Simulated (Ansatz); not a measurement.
# RbFe: relaxing a made-up structure

Starting from a made-up structure for RbFe, the aim is the relaxed cell, its shortest contacts and, where a second run follows, its electronic structure.

Method: DFT, PBE, plane-wave PAW, files of the set soft_1, scalar-relativistic, ferromagnetic start, cell and ions relaxed at zero pressure; PAW set soft_1, in the first sound run; inputs show where later runs differ, in Ansatz 0.2.0.

### Step 1. The starting structure

It takes space group Pm-3m (No. 221, cubic). The conventional cell has a = 4.412 Å, b = 4.412 Å, c = 4.412 Å, α = 90.00°, β = 90.00°, γ = 90.00°. Rb has 8 Fe at 3.82 Å nearest. Nearest to Fe lie 8 Rb at 3.82 Å. Farther neighbours are not listed.

Structure file:

```cif
data_structure
_symmetry_space_group_name_H-M 'Pm-3m'
_symmetry_Int_Tables_number 221
_cell_length_a 4.4120
_cell_length_b 4.4120
_cell_length_c 4.4120
_cell_angle_alpha 90.000
_cell_angle_beta 90.000
_cell_angle_gamma 90.000
_cell_volume 85.88
loop_
_atom_site_label
_atom_site_type_symbol
_atom_site_symmetry_multiplicity
_atom_site_Wyckoff_symbol
_atom_site_fract_x
_atom_site_fract_y
_atom_site_fract_z
_atom_site_occupancy
Rb1 Rb 1 a 0.00000 0.00000 0.00000 1
Fe1 Fe 1 b 0.50000 0.50000 0.50000 1
```

### Step 2. Relaxation of the guess

The guessed cell has no reason to be at equilibrium. It is relaxed with the atoms, within the space group of the guess.

The input, input.yaml:

```yaml
crystal:
  lattice:
    - [4.412, 0.0, 0.0]
    - [0.0, 4.412, 0.0]
    - [0.0, 0.0, 4.412]
  atoms:
    - { symbol: Rb, position: [0.0, 0.0, 0.0] }
    - { symbol: Fe, position: [0.5, 0.5, 0.5], spin: 3.0 }
magnetization:
  spin_polarized: true
kpoints:
  mp_grid: { grid: [6, 6, 6] }
scf:
  occupations: { method: fermi_dirac, width: 0.05 }
hamiltonian:
  xc: pbe
  pseudopotentials: { kind: paw, azcp: { folder: soft_1 } }
relax:
  f_tol: 0.015
  max_steps: 70
  cell: {}
output:
  forces: true
  stress: true
```

Started as:

```console
$ ansatz run input.yaml --threads 4 --pin off --max-ram 8192MiB --backend cpu --events-out ev --progress --plain --runs-dir out
```

Numbers of over 12 decimals in the logs are rounded to 6 here.

What it wrote:

```text
Engine: ansatz 0.2.0, aarch64-unknown-linux-gnu
Pseudopotentials: kind: paw
Pseudopotential: Rb, paw, valence charge 9, recommended cutoff 420 eV (normal), soft_1/Rb.paw.azcp
Pseudopotential: Fe, paw, valence charge 16, recommended cutoff 420 eV (normal), soft_1/Fe.paw.azcp
Functional definition: PBE
  parameter kappa = 0.804
  parameter beta = 0.066725
  exchange = pbe_x(kappa = kappa, mu = beta*pi^2/3)
  correlation = pbe_c(beta = beta)
Crystal: 2 atoms, lattice volume = 85.883 Å³
Basis set: ecut = 420 eV, 1743 PW (Γ), exchange–correlation on 60×60×60 points (8 copies of the dense FFT grid, shifted against one another)
Bands: 18, of which v1, the nominal top of the filled ones, is band 13 counted from 1 (12 counted from 0)
Symmetry: 48 space group operations
Space group: Pm-3m (ITA 221), of the structure as read, at distance tolerance 4.4e-5 Å
Magnetic group: BNS 221.92 (UNI 1594), of the structure as read, at distance tolerance 4.4e-5 Å
k-points: 20 of 216
Non-local potential: Rb, projectors of the file, l = 0: 3, l = 1: 2, l = 2: 2
Non-local potential: Fe, projectors of the file, l = 0: 3, l = 1: 2, l = 2: 3, l = 3: 1
PAW form: soft (Blöchl's): semilocal exchange-correlation on the pseudo side does not see the compensation charge
PAW one-centre angular grid: Rb, 110 points (default); XC on 64 Gauss nodes
PAW one-centre angular grid: Fe, 590 points (default); XC on 64 Gauss nodes
Initial density: superposition of atomic densities (chi_scale 0.1, normalization cell, long waves kept (reshape's long-wave potential 0.00 eV rms))
Starting moments: Σ|m| = 3 μB on 1 of 2 sites
Initial wavefunctions: pseudopotential atomic-orbital guess
Functional: x = pbe(κ = 0.804, μ = 0.219515), c = pbe(β = 0.066725)
SCF iter   1: F=—  HF=-7744.532865 eV  |F-HF|=—  |Δ(HF+E_count)|=         —  Δρ=3.94e-2 (↑8.22e-3 ↓3.94e-2)  dr2=1.46e0  dr2_m=3.94e-1  M=3.338 μB ∫|m|=3.672 μB  β_m=0.30  ethr=3.10e-3  ⟨swp⟩=5.8  Hψ=3685  notcnv=0
Mixer restart at iter 1: flushing history
preconditioner: auto → Kerker (q_TF=auto, 2.221 Å⁻¹)  [metal: Δε(μ)=0.024 eV  Ē_g=8.011 eV  σ=0.050 eV  W_gap=0.12  n_scr=18 (ndim 8)  ℏωp=15.5 eV  f_vac=0.000  D(μ)=7.32/eV (n_scr^D=80)]
spin=Collinear: Kerker preconditioning applied to the charge; magnetization (m = ρ↑ − ρ↓) channel mixes plain (no charge-response kernel on spin).
SCF iter   2: F=—  HF=-7744.340487 eV  |F-HF|=—  |Δ(HF+E_count)|=   1.92e-1  Δρ=2.09e-2 (↑1.67e-2 ↓2.09e-2)  dr2=2.65e-1  dr2_m=2.38e-1  M=3.258 μB ∫|m|=3.666 μB  β_m=0.44  ethr=3.10e-3  ⟨swp⟩=2.1  Hψ=1390  notcnv=0
SCF iter   3: F=—  HF=-7744.775908 eV  |F-HF|=—  |Δ(HF+E_count)|=         —  Δρ=2.23e-2 (↑6.37e-3 ↓2.23e-2)  dr2=2.42e-1  dr2_m=1.36e-1  M=3.284 μB ∫|m|=3.798 μB  β_m=1.00  ethr=1.06e-3  ⟨swp⟩=2.8  Hψ=1363  notcnv=0
Mixer restart at iter 3: flushing history
SCF iter   4: F=—  HF=-7744.774439 eV  |F-HF|=—  |Δ(HF+E_count)|=   1.47e-3  Δρ=2.72e-2 (↑1.10e-2 ↓2.72e-2)  dr2=9.68e-1  dr2_m=6.35e-2  M=3.150 μB ∫|m|=3.515 μB  β_m=0.44  ethr=2.00e-4  ⟨swp⟩=3.1  Hψ=1652  notcnv=0
SCF iter   5: F=—  HF=-7744.848544 eV  |F-HF|=—  |Δ(HF+E_count)|=   7.41e-2  Δρ=9.07e-3 (↑9.07e-3 ↓3.29e-3)  dr2=4.60e-2  dr2_m=1.44e-2  M=3.235 μB ∫|m|=3.617 μB  β_m=0.41  ethr=2.00e-4  ⟨swp⟩=3.4  Hψ=2043  notcnv=0
SCF iter   6: F=—  HF=-7744.802807 eV  |F-HF|=—  |Δ(HF+E_count)|=   4.57e-2  Δρ=7.41e-3 (↑1.89e-3 ↓7.41e-3)  dr2=3.78e-2  dr2_m=1.47e-2  M=3.207 μB ∫|m|=3.554 μB  β_m=0.71  ethr=1.84e-4  ⟨swp⟩=2.3  Hψ=1664  notcnv=0
SCF iter   7: F=—  HF=-7744.817580 eV  |F-HF|=—  |Δ(HF+E_count)|=   1.48e-2  Δρ=1.48e-3 (↑1.48e-3 ↓1.18e-3)  dr2=8.26e-4  dr2_m=1.11e-3  M=3.221 μB ∫|m|=3.531 μB  β_m=0.85  ethr=1.51e-4  ⟨swp⟩=2.1  Hψ=1184  notcnv=0
SCF iter   8: F=—  HF=-7744.818115 eV  |F-HF|=—  |Δ(HF+E_count)|=   5.35e-4  Δρ=5.56e-4 (↑5.56e-4 ↓3.96e-4)  dr2=1.60e-4  dr2_m=1.15e-4  M=3.224 μB ∫|m|=3.525 μB  β_m=0.84  ethr=3.31e-6  ⟨swp⟩=2.3  Hψ=1097  notcnv=0
SCF iter   9: F=—  HF=-7744.818141 eV  |F-HF|=—  |Δ(HF+E_count)|=   2.51e-5  Δρ=1.57e-4 (↑5.13e-5 ↓1.57e-4)  dr2=4.45e-5  dr2_m=5.09e-6  M=3.224 μB ∫|m|=3.519 μB  β_m=0.92  ethr=6.42e-7  ⟨swp⟩=2.5  Hψ=1241  notcnv=0
SCF iter  10: F=—  HF=-7744.818159 eV  |F-HF|=—  |Δ(HF+E_count)|=   1.80e-5  Δρ=2.22e-5 (↑1.29e-5 ↓2.22e-5)  dr2=1.45e-6  dr2_m=8.17e-8  M=3.225 μB ∫|m|=3.519 μB  β_m=0.96  ethr=1.78e-7  ⟨swp⟩=2.0  Hψ=896  notcnv=0
SCF iter  11: F=—  HF=-7744.818159 eV  |F-HF|=—  |Δ(HF+E_count)|=   3.64e-7  Δρ=9.57e-6 (↑4.41e-6 ↓9.57e-6)  dr2=1.84e-7  dr2_m=9.71e-9  M=3.225 μB ∫|m|=3.519 μB  β_m=0.98  ethr=5.79e-9  ⟨swp⟩=2.1  Hψ=940  notcnv=0
SCF iter  12: F=—  HF=-7744.818159 eV  |F-HF|=—  |Δ(HF+E_count)|=   7.74e-8  Δρ=2.38e-6 (↑1.51e-6 ↓2.38e-6)  dr2=1.39e-8  dr2_m=5.12e-10  M=3.225 μB ∫|m|=3.519 μB  β_m=0.99  ethr=7.37e-10  ⟨swp⟩=2.2  Hψ=987  notcnv=0
SCF iter  13: F=-7744.818159 eV  HF=-7744.818159 eV  |F-HF|=1.82e-10  |Δ(HF+E_count)|=   4.54e-9  Δρ=2.75e-7 (↑2.41e-7 ↓2.75e-7)  dr2=2.46e-10  dr2_m=7.83e-12  M=3.225 μB ∫|m|=3.519 μB  ethr=5.56e-11  ⟨swp⟩=2.0  Hψ=1999  notcnv=0
SCF 1 converged in 13 iterations: F = -7744.818159 eV  dr2 = 2.46e-10
  greatest PAW one-centre occupation: 1.002 electrons in one spin orbital (limit 2), on the Fe atom at site 1 (counted from 0), in its partial waves of l = 1
relax step   1: F+E_penalty+E_count = -7744.81815896 eV  Δ(F+E_penalty+E_count) = +0.000e0 eV  max|allowed force component| = 1.080e-28 eV/Å  Δτ_max = 0.0000 Å  P = -0.678 GPa  Ω = 85.883 Å³  (13 SCF iters, dr2 threshold 1.00e-7 eV, accepted)
Crystal: 2 atoms, lattice volume = 84.303 Å³
Basis set: ecut = 420 eV, 1647 PW (Γ), exchange–correlation on 60×60×60 points (8 copies of the dense FFT grid, shifted against one another)
Initial density: handed on by an earlier stage of this run
Starting moments: Σ|m| = 3 μB on 1 of 2 sites; this step starts from the density that it was given
Initial wavefunctions: those handed on with the density
iter 1 solved again at ethr=4.54e-7 eV; its pass at ethr=3.10e-3 eV (dr2=1.13e-4 eV) is discarded
SCF iter   1: F=—  HF=-7744.824232 eV  |F-HF|=—  |Δ(HF+E_count)|=         —  Δρ=5.07e-4 (↑2.29e-4 ↓5.07e-4)  dr2=1.17e-4  dr2_m=6.06e-5  M=3.223 μB ∫|m|=3.512 μB  β_m=0.65  ethr=4.54e-7  ⟨swp⟩=2.6  Hψ=4793  notcnv=0
preconditioner: auto → none  [metal: Δε(μ)=0.019 eV  Ē_g=8.148 eV  σ=0.050 eV  W_gap=0.09  n_scr=6 (ndim 8)  ℏωp=15.7 eV  f_vac=0.000  D(μ)=2.88/eV (n_scr^D=26)]
SCF iter   2: F=—  HF=-7744.824506 eV  |F-HF|=—  |Δ(HF+E_count)|=   2.74e-4  Δρ=2.93e-4 (↑2.93e-4 ↓2.32e-4)  dr2=1.09e-4  dr2_m=1.53e-5  M=3.223 μB ∫|m|=3.514 μB  β_m=0.39  ethr=4.54e-7  ⟨swp⟩=2.0  Hψ=1286  notcnv=0
[...]
SCF iter   2: F=—  HF=-7744.834274 eV  |F-HF|=—  |Δ(HF+E_count)|=   2.64e-3  Δρ=1.85e-3 (↑5.60e-4 ↓1.85e-3)  dr2=9.17e-4  dr2_m=7.77e-4  M=3.216 μB ∫|m|=3.495 μB  β_m=0.39  ethr=2.42e-5  ⟨swp⟩=2.0  Hψ=1007  notcnv=0
SCF iter   3: F=—  HF=-7744.836617 eV  |F-HF|=—  |Δ(HF+E_count)|=   2.34e-3  Δρ=1.02e-3 (↑3.04e-4 ↓1.02e-3)  dr2=4.26e-4  dr2_m=2.28e-4  M=3.215 μB ∫|m|=3.501 μB  β_m=0.52  ethr=3.67e-6  ⟨swp⟩=2.1  Hψ=907  notcnv=0
SCF iter   4: F=—  HF=-7744.837676 eV  |F-HF|=—  |Δ(HF+E_count)|=   1.06e-3  Δρ=3.25e-4 (↑1.14e-4 ↓3.25e-4)  dr2=6.67e-5  dr2_m=1.22e-5  M=3.211 μB ∫|m|=3.505 μB  β_m=0.76  ethr=1.71e-6  ⟨swp⟩=2.0  Hψ=1124  notcnv=0
SCF iter   5: F=—  HF=-7744.837769 eV  |F-HF|=—  |Δ(HF+E_count)|=   9.25e-5  Δρ=1.39e-4 (↑2.77e-5 ↓1.39e-4)  dr2=1.29e-5  dr2_m=3.09e-6  M=3.210 μB ∫|m|=3.504 μB  β_m=0.88  ethr=2.67e-7  ⟨swp⟩=2.0  Hψ=914  notcnv=0
SCF iter   6: F=—  HF=-7744.837777 eV  |F-HF|=—  |Δ(HF+E_count)|=   7.99e-6  Δρ=2.54e-5 (↑2.22e-5 ↓2.54e-5)  dr2=1.19e-6  dr2_m=1.74e-8  M=3.210 μB ∫|m|=3.504 μB  β_m=0.94  ethr=5.16e-8  ⟨swp⟩=2.0  Hψ=1060  notcnv=0
SCF iter   7: F=—  HF=-7744.837777 eV  |F-HF|=—  |Δ(HF+E_count)|=   2.11e-7  Δρ=8.32e-6 (↑5.14e-6 ↓8.32e-6)  dr2=4.40e-8  dr2_m=2.38e-8  M=3.210 μB ∫|m|=3.504 μB  β_m=0.97  ethr=4.74e-9  ⟨swp⟩=2.0  Hψ=899  notcnv=0
SCF iter   8: F=-7744.837777 eV  HF=-7744.837777 eV  |F-HF|=2.14e-8  |Δ(HF+E_count)|=   3.71e-8  Δρ=5.07e-6 (↑9.69e-7 ↓5.07e-6)  dr2=3.21e-8  dr2_m=3.61e-9  M=3.210 μB ∫|m|=3.504 μB  ethr=1.76e-10  ⟨swp⟩=2.0  Hψ=2113  notcnv=0
SCF 3 converged in 8 iterations: F = -7744.837777 eV  dr2 = 3.21e-8
relax step   3: F+E_penalty+E_count = -7744.83777697 eV  Δ(F+E_penalty+E_count) = -1.325e-2 eV  max|allowed force component| = 2.302e-29 eV/Å  Δτ_max = 0.0000 Å  P = +0.114 GPa  Ω = 76.689 Å³  energy of the carried Pulay correction = +1.188e-3 eV  (8 SCF iters, dr2 threshold 2.00e-7 eV, accepted)
[...]
relax step   4: F+E_penalty+E_count = -7744.83800462 eV  Δ(F+E_penalty+E_count) = -2.277e-4 eV  max|allowed force component| = 5.049e-29 eV/Å  Δτ_max = 0.0000 Å  P = +0.005 GPa  Ω = 77.668 Å³  energy of the carried Pulay correction = +1.055e-3 eV  (6 SCF iters, dr2 threshold 3.25e-8 eV, accepted)
Initial wavefunctions: pseudopotential atomic-orbital guess (no wavefunctions were taken with the density)
iter 1 solved again at ethr=3.69e-8 eV; its pass at ethr=3.10e-3 eV (dr2=9.23e-6 eV) is discarded
SCF iter   1: F=—  HF=-7744.836799 eV  |F-HF|=—  |Δ(HF+E_count)|=         —  Δρ=1.59e-4 (↑7.73e-5 ↓1.59e-4)  dr2=2.73e-5  dr2_m=3.19e-6  M=3.213 μB ∫|m|=3.507 μB  β_m=0.65  ethr=3.69e-8  ⟨swp⟩=4.1  Hψ=6062  notcnv=0
eigensolver tolerance schedule calibrated: the retry pair's looser diagonalisation under-reported the residual by θ = 0.66 (0.13/decade); ethr = c·dr2/N_el runs at the constant in force after the calibration composes with the one it found (an armed cap, an earlier calibration), c = 5.5e-2
preconditioner: auto → none  [metal: Δε(μ)=0.065 eV  Ē_g=8.219 eV  σ=0.050 eV  W_gap=0.30  n_scr=6 (ndim 8)  ℏωp=16.3 eV  f_vac=0.000  D(μ)=2.83/eV (n_scr^D=26)]
SCF iter   2: F=—  HF=-7744.836785 eV  |F-HF|=—  |Δ(HF+E_count)|=   1.43e-5  Δρ=9.20e-5 (↑9.20e-5 ↓4.33e-5)  dr2=1.14e-5  dr2_m=6.09e-7  M=3.212 μB ∫|m|=3.507 μB  β_m=0.45  ethr=3.69e-8  ⟨swp⟩=2.4  Hψ=1293  notcnv=0
SCF iter   3: F=—  HF=-7744.836792 eV  |F-HF|=—  |Δ(HF+E_count)|=   6.95e-6  Δρ=5.20e-5 (↑5.20e-5 ↓3.67e-5)  dr2=3.21e-6  dr2_m=1.78e-7  M=3.212 μB ∫|m|=3.507 μB  β_m=0.42  ethr=2.51e-8  ⟨swp⟩=2.0  Hψ=1239  notcnv=0
SCF iter   4: F=—  HF=-7744.836792 eV  |F-HF|=—  |Δ(HF+E_count)|=   5.08e-7  Δρ=2.55e-5 (↑2.55e-5 ↓9.38e-6)  dr2=2.58e-7  dr2_m=1.16e-7  M=3.212 μB ∫|m|=3.507 μB  β_m=0.71  ethr=7.10e-9  ⟨swp⟩=2.0  Hψ=857  notcnv=0
SCF iter   5: F=—  HF=-7744.836793 eV  |F-HF|=—  |Δ(HF+E_count)|=   1.92e-6  Δρ=1.62e-5 (↑1.62e-5 ↓9.90e-6)  dr2=7.31e-8  dr2_m=1.01e-7  M=3.212 μB ∫|m|=3.506 μB  β_m=0.79  ethr=5.70e-10  ⟨swp⟩=2.5  Hψ=1232  notcnv=0
SCF iter   6: F=—  HF=-7744.836795 eV  |F-HF|=—  |Δ(HF+E_count)|=   1.04e-6  Δρ=7.98e-6 (↑7.98e-6 ↓7.36e-6)  dr2=1.56e-7  dr2_m=1.01e-9  M=3.211 μB ∫|m|=3.506 μB  β_m=0.68  ethr=1.62e-10  ⟨swp⟩=2.9  Hψ=1375  notcnv=0
SCF iter   7: F=—  HF=-7744.836794 eV  |F-HF|=—  |Δ(HF+E_count)|=   6.13e-8  Δρ=2.39e-6 (↑1.36e-6 ↓2.39e-6)  dr2=1.01e-8  dr2_m=3.75e-10  M=3.211 μB ∫|m|=3.506 μB  β_m=0.84  ethr=1.62e-10  ⟨swp⟩=2.2  Hψ=1035  notcnv=0
SCF iter   8: F=—  HF=-7744.836794 eV  |F-HF|=—  |Δ(HF+E_count)|=   7.84e-9  Δρ=4.73e-7 (↑1.00e-7 ↓4.73e-7)  dr2=1.25e-10  dr2_m=5.26e-11  M=3.211 μB ∫|m|=3.506 μB  β_m=0.92  ethr=2.23e-11  ⟨swp⟩=2.4  Hψ=1253  notcnv=0
SCF iter   9: F=—  HF=-7744.836794 eV  |F-HF|=—  |Δ(HF+E_count)|=  6.06e-10  Δρ=8.10e-8 (↑2.64e-8 ↓8.10e-8)  dr2=2.94e-12  dr2_m=1.94e-12  M=3.211 μB ∫|m|=3.506 μB  β_m=0.96  ethr=1.00e-12  ⟨swp⟩=2.2  Hψ=1030  notcnv=0
SCF iter  10: F=-7744.836794 eV  HF=-7744.836794 eV  |F-HF|=6.37e-12  |Δ(HF+E_count)|=  6.37e-12  Δρ=8.35e-8 (↑1.21e-8 ↓8.35e-8)  dr2=7.70e-12  dr2_m=1.00e-12  M=3.211 μB ∫|m|=3.506 μB  ethr=1.00e-12  ⟨swp⟩=4.4  Hψ=2924  notcnv=0
SCF 5 converged in 10 iterations: F = -7744.836794 eV  dr2 = 7.70e-12
relax step   5: F+E_penalty+E_count = -7744.83679447 eV  Δ(F+E_penalty+E_count) = +1.210e-3 eV  max|allowed force component| = 4.115e-29 eV/Å  Δτ_max = 0.0000 Å  P = +0.009 GPa  Ω = 77.668 Å³  stress off target by 9.39e-3 GPa  SCF on the basis re-selected at this cell (its energy is not comparable with the rows above)  (10 SCF iters)
basis re-selected at this cell: Δ(F+E_penalty+E_count) = +1.210e-3 eV, ΔP = +0.004 GPa vs the last step (what re-selecting the basis moved, of the pressure what is left beyond the Pulay correction that the steps carried, after the strain that the cell walked since its last selection, with what the two solves' SCF thresholds leave and, on support functions, any second-order correction that the steps lacked; it is no m [...]
SCF converged after 10 iterations
Magnetization: 3.2115 μB (14.1057 up, 10.8943 down)
Absolute magnetization: 3.5057 μB (∫|ρ↑−ρ↓|, with the PAW one-centre terms)
Spin contamination: 0.1023 ħ² per cell (⟨S²⟩ above its minimum at these occupations)
Per-site moments (μB) at R_I (Å): [(-0.026109, 1.524179), (3.332061, 1.524179)]
Free energy (F): -7744.836794 eV
Harris-Foulkes:  -7744.836794 eV  (|F-HF|=6.37e-12)
Internal energy: -7744.815455 eV  (E = F + TS)
E sigma→0 (E₀):  -7744.826125 eV
Entropy (-TS):   -0.021339 eV (-10.669 meV/atom)
Fermi energy:    5.116340 eV
--- Per-component energies (eV) ---
  E_band       = -509.751471
  E_kinetic    = 505.006739
  E_local      = -4127.330781  (includes V_loc(G=0)·N_el)
  E_nonlocal   = 489.055652
  E_hartree    = 1632.920497
  E_xc         = -229.045702
  E_vxc        = -263.576622  (∫ρ·V_xc dr)
  E_paw        = -4012.160198  (= ΣΔE_a)
  E_vpaw       = -378.746623  (= ΣTr[D̂ρ^β])
  E_aug_tail   = -0.001043  (compensation charges beyond the density's cutoff)
  E_ewald      = -2003.260620
  E_smearing   = -0.021339  (= −TS)
  E_closure    = 0.000000  (closes the sum)
  Σ components = -7744.836794   (vs F -7744.836794, Δ=0.00e0)
--- Forces (eV/Å), atoms counted from 1 ---
  atom   1  Rb    -0.00000000    -0.00000000    -0.00000000
  atom   2  Fe    -0.00000000    -0.00000000     0.00000000
  max |Σ_I F_I| component: 8.60e-29 eV/Å
--- Stress (GPa, compression-positive) ---
        0.009393      -0.000000      -0.000000
       -0.000000       0.009393      -0.000000
       -0.000000      -0.000000       0.009393
  P = ⅓ Tr σ = 0.0094 GPa (0.094 kbar)
--- Relaxed structure (4 steps of the walk, 4 accepted, 1 SCFs on fresh bases) ---
  F+E_penalty+E_count = -7744.83679447 eV   max|allowed force component| = 4.115e-29 eV/Å   (the final SCF, on the basis selected at the relaxed cell)
  cell:  # Å, volume = 77.6684 Å³
    - [4.266595, 0, 0]
    - [0, 4.266595, 0]
    - [0, 0, 4.266595]
  atoms:
    - { symbol: Rb, position: [0, 0, 0] }
    - { symbol: Fe, position: [0.500000, 0.500000, 0.500000] }
```

Run time: 4.3 s. Hardware: 4 threads of Arm Neoverse V2, shared host; peak memory 0.37 GiB.

Relaxation path:

```csv
step,energy less that of the first step (eV),largest force component (eV/Å),pressure (GPa),volume (Å³)
1,0.0000,0.0000,-0.68,85.88
2,-0.0064,0.0000,-0.57,84.30
3,-0.0196,0.0000,0.11,76.69
4,-0.0198,0.0000,0.01,77.67
5*,-0.0186,0.0000,0.01,77.67
```

Relaxation steps marked * repeat the geometry before them on a plane-wave basis chosen anew for their cell, so energy and pressure can jump there.

Forces are held to the 48 operations that the run works with; a distortion that breaks them can't arise in this run.

```csv
"conventional cell, symmetrised",before,after,change
a (Å),4.412,4.267,-3.3 %
b (Å),4.412,4.267,-3.3 %
c (Å),4.412,4.267,-3.3 %
volume (Å³/atom),42.94,38.83,-9.6 %
```

The relaxed structure:

```
Rb Fe
1.0
     4.26660    0.00000    0.00000
     0.00000    4.26660    0.00000
     0.00000    0.00000    4.26660
Rb Fe
1 1
Direct
  0.00000 0.00000 0.00000
  0.50000 0.50000 0.50000
```

Numbers from this step:

```yaml
free_energy: -7744.8368 eV
energy_at_zero_smearing: -7744.8261 eV
smearing_term_ts: 0.02134 eV
fermi_energy: 5.116 eV
magnetization: 3.211 μB
absolute_magnetization: 3.506 μB
site_moments: -0.02611, 3.332 μB
electrons: 25
symmetry_operations: 48
pressure: 0.009393 GPa
```

Site moment by atom:

```csv
atom,site moment (μB)
Rb1,-0.03
Fe2,3.33
```

The shortest distance of each pair, which need not be the same contact before and after:

```csv
pair,guess (Å),relaxed (Å)
Fe–Rb,3.821,3.695
Rb–Rb,4.412,4.267
Fe–Fe,4.412,4.267
```

The relaxation ends with a pressure of 0.01 GPa.

(Continued in part 2 of 2.)

[Logs are printed without paths, hosts, clocks, repeated set-up lines and the standing remarks that a program may print on its own settings, such as how far it seeks lower states.]

[Hosts, paths, dates, database ids (printed as entryN), source tags and the programs' standing remarks are cut or masked in the printed files.]
